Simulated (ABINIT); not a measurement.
## Tellurium (P3_121, 3 atoms a cell): G0W0 with ABINIT, start to end

Wanted: ground state, empty states, screening and self-energy for Tellurium (P3_121, 3 atoms a cell).

Program: ABINIT 10.8.3. Level of theory: PBE and many-body steps on it, plane waves. Results are calculated unless marked as measured.

The database entry behind the starting cell differs from later determinations by our own check (inner coordinate of an old entry), so it need not match the best structure at ambient conditions.

## 1. The starting structure

It takes space group P3_121 (No. 152, trigonal). The conventional cell has a = 4.454 Å, b = 4.454 Å, c = 5.924 Å, α = 90.00°, β = 90.00°, γ = 120.00°. Nearest to Te lie 2 Te at 2.86 Å.

The cell and positions come from the Crystallography Open Database and are kept as given unless a step says otherwise. Spin-orbit coupling is left out unless a step names it.

## 2. Ground state

This step: ABINIT 10.8.3; DFT, PBE, plane waves, norm-conserving pseudopotentials.

The ground-state density comes first.

run.abi reads:

```
acell 3*1.0 Angstrom
rprim 
  4.454000000025 -0.000000000006 0.000000000000
  -2.227000000008 3.857277148481 0.000000000000
  0.000000000000 0.000000000000 5.924000000000
ntypat 1
znucl 52
natom 3
typat 1 1 1
xred 
  0.269000000000 0.000000000000 0.333333333333
  0.000000000000 0.269000000000 0.666666666667
  0.731000000000 0.731000000000 -0.000000000000
pp_dirpath "pseudos"
pseudos "Te.upf"
ecut 39
ngkpt 3 3 4
nshiftk 1
shiftk 0 0 0
kptopt 1
chksymbreak 0
nband 41
occopt 1
tolvrs 1e-08
nstep 60
prtwf 0
optforces 0
optstress 0
indata_prefix "in"
outdata_prefix "out"
tmpdata_prefix "tmp"
```

Command:

```bash
> OMP_NUM_THREADS=1 mpirun -n 4 abinit run.abi > log
```

Numbers of over 12 decimals in the logs are rounded to 6 here.

Log:

```text
.Version 10.8.3 of ABINIT. v10.8.2 released Aug 2026.

 Symmetries : space group P3_1 2 1 (#152); Bravais hP (primitive hexag.)
================================================================================
 Values of the parameters that define the memory need of the present run
     intxc =       0    ionmov =       0      iscf =       7    lmnmax =       8
     lnmax =       8     mgfft =      64  mpssoang =       4    mqgrid =    3148
     natom =       3  nloc_mem =       1    nspden =       1   nspinor =       1
    nsppol =       1      nsym =       6    n1xccc =    2501    ntypat =       1
    occopt =       1   xclevel =       2
-    mband =          41        mffmem =           1         mkmem =           3
       mpw =        8010          nfft =      147456          nkpt =          10
================================================================================
  Rough estimation (10% accuracy) of disk space for files :
================================================================================

--------------------------------------------------------------------------------
------------- Echo of variables that govern the present computation ------------
--------------------------------------------------------------------------------
 -outvars: echo values of preprocessed input variables --------
            acell      1.8897261259E+00  1.8897261259E+00  1.8897261259E+00 Bohr

      chksymbreak           0
             ecut      3.90000000E+01 Hartree
-          fftalg         312

              ixc     -101130
              kpt      0.00000000E+00  0.00000000E+00  0.00000000E+00
                       3.33333333E-01  0.00000000E+00  0.00000000E+00
                       3.33333333E-01  3.33333333E-01  0.00000000E+00
                       0.00000000E+00  0.00000000E+00  2.50000000E-01
                       3.33333333E-01  0.00000000E+00  2.50000000E-01
                      -3.33333333E-01  0.00000000E+00  2.50000000E-01
                       3.33333333E-01  3.33333333E-01  2.50000000E-01
                       0.00000000E+00  0.00000000E+00  5.00000000E-01
                       3.33333333E-01  0.00000000E+00  5.00000000E-01
                       3.33333333E-01  3.33333333E-01  5.00000000E-01
         kptrlatt        3    0    0      0    3    0      0    0    4
          kptrlen      2.52505205E+01
P           mkmem           3
            natom           3
            nband          41
            ngfft          48      48      64
             nkpt          10
            nstep          60
             nsym           6
           ntypat           1
              occ      2.000000  2.000000  2.000000  2.000000  2.000000  2.000000
                       2.000000  2.000000  2.000000  2.000000  2.000000  2.000000
                       2.000000  2.000000  2.000000  2.000000  2.000000  2.000000
                       2.000000  2.000000  2.000000  2.000000  2.000000  2.000000
                       2.000000  2.000000  2.000000  2.000000  2.000000  2.000000
                       2.000000  2.000000  2.000000  2.000000  2.000000  2.000000
                       0.000000  0.000000  0.000000  0.000000  0.000000
        optforces           0
        optstress           0
            prtwf           0
            rprim      4.4540000000E+00 -6.0000000000E-12  0.0000000000E+00
                      -2.2270000000E+00  3.8572771485E+00  0.0000000000E+00
[...]
spgroup         152

           tolvrs      1.00000000E-08

             xred      2.6900000000E-01  1.8503717077E-17  3.3333333333E-01
[...]
znucl       52.00000

================================================================================

 chkinp: Checking input parameters for consistency.

================================================================================
== DATASET  1 ==================================================================
-   mpi_nproc: 4, omp_nthreads: 1 (-1 if OMP is not activated)

--- !DatasetInfo
iteration_state: {dtset: 1, }
dimensions: {natom: 3, nkpt: 10, mband: 41, nsppol: 1, nspinor: 1, nspden: 1, mpw: 8010, }
cutoff_energies: {ecut:  39.0, pawecutdg:  -1.0, }
electrons: {nelect:   7.20000000E+01, charge:   0.00000000E+00, occopt:   1.00000000E+00, tsmear:   1.00000000E-02, }

 Real(R)+Recip(G) space primitive vectors, cartesian coordinates (Bohr,Bohr^-1):
 R(1)=  8.4168402  0.0000000  0.0000000  G(1)=  0.1188094  0.0685947  0.0000000
 R(2)= -4.2084201  7.2891974  0.0000000  G(2)=  0.0000000  0.1371893  0.0000000
 R(3)=  0.0000000  0.0000000 11.1947376  G(3)=  0.0000000  0.0000000  0.0893277
 Unit cell volume ucvol=  6.8681965E+02 bohr^3
 Angles (23,13,12)=  9.00000000E+01  9.00000000E+01  1.20000000E+02 degrees

 getcut: wavevector=  0.0000  0.0000  0.0000  ngfft=  48  48  64
         ecut(hartree)=     39.000   => boxcut(ratio)=   2.02859

--- Pseudopotential description ------------------------------------------------
- Te Generated using ONCVPSP code by D. R. Hamann
- 52.00000  24.00000  220131                  znucl, zion, pspdat
12 -101130 3 -1 1294                          pspcod,pspxc,lmax,lloc,mmax
     nproj     2     2     2     2
  pspatm : epsatm=   28.89495404
         --- l  ekb(1:nproj) -->
[...]
pspatm: atomic psp has been read  and splines computed

   6.24131007E+03                                ecore*ucvol(ha*bohr**3)
--------------------------------------------------------------------------------

_setup2: Arith. and geom. avg. npw (full set) are    7987.639    7987.626

================================================================================

--- !BeginCycle
iteration_state: {dtset: 1, }
solver: {iscf: 7, nstep: 60, nline: 4, wfoptalg: 0, }
tolerances: {tolvrs: 1.00E-08, }

     iter   Etot(hartree)      deltaE(h)  residm     vres2
 ETOT  1  -839.08343190695    -8.391E+02 9.747E-01 1.712E+01
 ETOT  2  -841.45445478324    -2.371E+00 1.937E-02 7.743E+00
 ETOT  3  -841.45650271447    -2.048E-03 1.751E-03 2.356E+00
 ETOT  4  -841.45664000663    -1.373E-04 3.909E-04 5.896E-01
 ETOT  5  -841.45678481902    -1.448E-04 3.060E-05 4.314E-03
 ETOT  6  -841.45678500668    -1.877E-07 1.090E-05 6.003E-04
 ETOT  7  -841.45678508897    -8.229E-08 1.102E-06 1.361E-05
 ETOT  8  -841.45678509048    -1.507E-09 5.180E-07 1.320E-06
 ETOT  9  -841.45678509072    -2.358E-10 6.215E-08 1.394E-07
 ETOT 10  -841.45678509072    -2.615E-12 3.190E-08 5.746E-10

 At SCF step   10       vres2   =  5.75E-10 < tolvrs=  1.00E-08 =>converged.

--- !ResultsGS
iteration_state: {dtset: 1, }
comment   : Summary of ground state results
lattice_vectors:
- [  8.4168402,  -0.0000000,   0.0000000, ]
- [ -4.2084201,   7.2891974,   0.0000000, ]
- [  0.0000000,   0.0000000,  11.1947376, ]
lattice_lengths: [   8.41684,    8.41684,   11.19474, ]
lattice_angles: [ 90.000,  90.000, 120.000, ] # degrees, (23, 13, 12)
lattice_volume:   6.8681965E+02
convergence: {deltae: -2.615E-12, res2:  5.746E-10, residm:  3.190E-08, diffor:  0.000E+00, }
etotal    :  -8.41456785E+02
entropy   :   0.00000000E+00
fermie    :   2.51304514E-01
cartesian_stress_tensor: null
pressure_GPa: null
xred      :
- [  2.6900E-01,   1.8504E-17,   3.3333E-01, Te]
- [  4.1791E-18,   2.6900E-01,   6.6667E-01, Te]
- [  7.3100E-01,   7.3100E-01,   9.2519E-18, Te]
cartesian_forces: null
force_length_stats: {min: null, max: null, mean: null, }

 Integrated electronic density in atomic spheres:
 ------------------------------------------------
 Atom  Sphere_radius  Integrated_density
[...]
2        2.00000         19.88490079
    3        2.00000         19.90733743
================================================================================

 ----iterations are completed or convergence reached----

 Mean square residual over all n,k,spin=   10.251E-11; max=  31.895E-09
 reduced coordinates (array xred) for    3 atoms
       0.269000000000      0.000000000000      0.333333333333
       0.000000000000      0.269000000000      0.666666666667
       0.731000000000      0.731000000000      0.000000000000
 rms dE/dt=  0.0000E+00; max dE/dt=  0.0000E+00; dE/dt below (all hartree)
    1       0.000000000000      0.000000000000      0.000000000000
    2       0.000000000000      0.000000000000      0.000000000000
    3       0.000000000000      0.000000000000      0.000000000000

 cartesian coordinates (angstrom) at end:
    1      1.198126    -1.61e-12     1.974667
    2     -0.599063     1.037608     3.949333
    3      1.627937     2.819670     0.000000
 length scales=  1.889726125908  1.889726125908  1.889726125908 bohr
              =  1.000000000000  1.000000000000  1.000000000000 angstroms
 prteigrs : about to open file out_EIG
 Fermi (or HOMO) energy (hartree) =   0.25130   Average Vxc (hartree)=  -0.35721
 Eigenvalues (hartree) for nkpt=  10  k points:
 kpt#   1, nband= 41, wtk=  0.02778, kpt=  0.0000  0.0000  0.0000 (reduced coord)
  -5.63044   -5.63044   -5.63044   -3.79578   -3.79578   -3.79569   -3.79476   -3.79470
  -3.79470   -3.78907   -3.78907   -3.78906   -1.12317   -1.12317   -1.12142   -1.12138
  -1.12138   -1.11863   -1.11651   -1.11641   -1.11641   -1.11560   -1.11536   -1.11536
  -1.11467   -1.11365   -1.11365   -0.24880   -0.12766   -0.12766    0.13905    0.15038
   0.15038    0.18985    0.18985    0.22019    0.28870    0.28870    0.31049    0.43568
   0.43568
 prteigrs : prtvol=0 or 1, do not print more k-points.

--- !EnergyTerms
iteration_state     : {dtset: 1, }
comment             : Components of total free energy in Hartree
kinetic             :  2.83680428112673E+02
hartree             :  2.98008347443389E+02
xc                  : -1.08425684415093E+02
Ewald energy        : -3.96916999249850E+02
psp_core            :  9.08726201339740E+00
local_psp           : -8.84224890416059E+02
non_local_psp       : -4.26652485791754E+01
total_energy        : -8.41456785090719E+02
total_energy_eV     : -2.28972055884050E+04
band_energy         : -1.34797608331637E+02

== END DATASET(S) ==============================================================
================================================================================

 -outvars: echo values of variables after computation  --------
           etotal     -8.4145678509E+02
            nband          41
             nkpt          10
          spgroup         152
 [... the other variables as echoed above ...]

 Calculation completed.
```

Wall time 34 s (4 MPI ranks of Arm Neoverse V2, shared host); peak memory 0.45 GiB.

This step gave:

- total energy: -22897.2056 eV
- gap: 0.1888 eV
- k of the valence top: 0.3333, 0.3333, 0.5
- k of the conduction bottom: 0.3333, 0.3333, 0.5
- least direct gap: 0.1888 eV

The gap is direct, at (0.333, 0.333, 0.500).

[end of part 1 of 3]

[Paths, hosts, dates, memory and timing lines, banners, echoed tables and standing remarks are left out of the program output.]

[Logs are printed without paths, hosts, clocks, repeated set-up lines and the standing remarks that a program may print on its own settings, such as how far it seeks lower states.]

[Runs of the session that timed out or met a known fault of the program may be left out.]

[Hosts, paths, dates, database ids (printed as entryN), source tags and the programs' standing remarks are cut or masked in the printed files.]

[G0W0 gaps are taken among the corrected bands and points alone; a level outside them can change the order at an edge.]

[Where Ansatz stands beside ABINIT at settings called matched, ABINIT's density can come from a denser mesh and the files from another edition; pairs whose starting gaps differed by over 0.03 eV were left out, so agreement reads better than it is.]
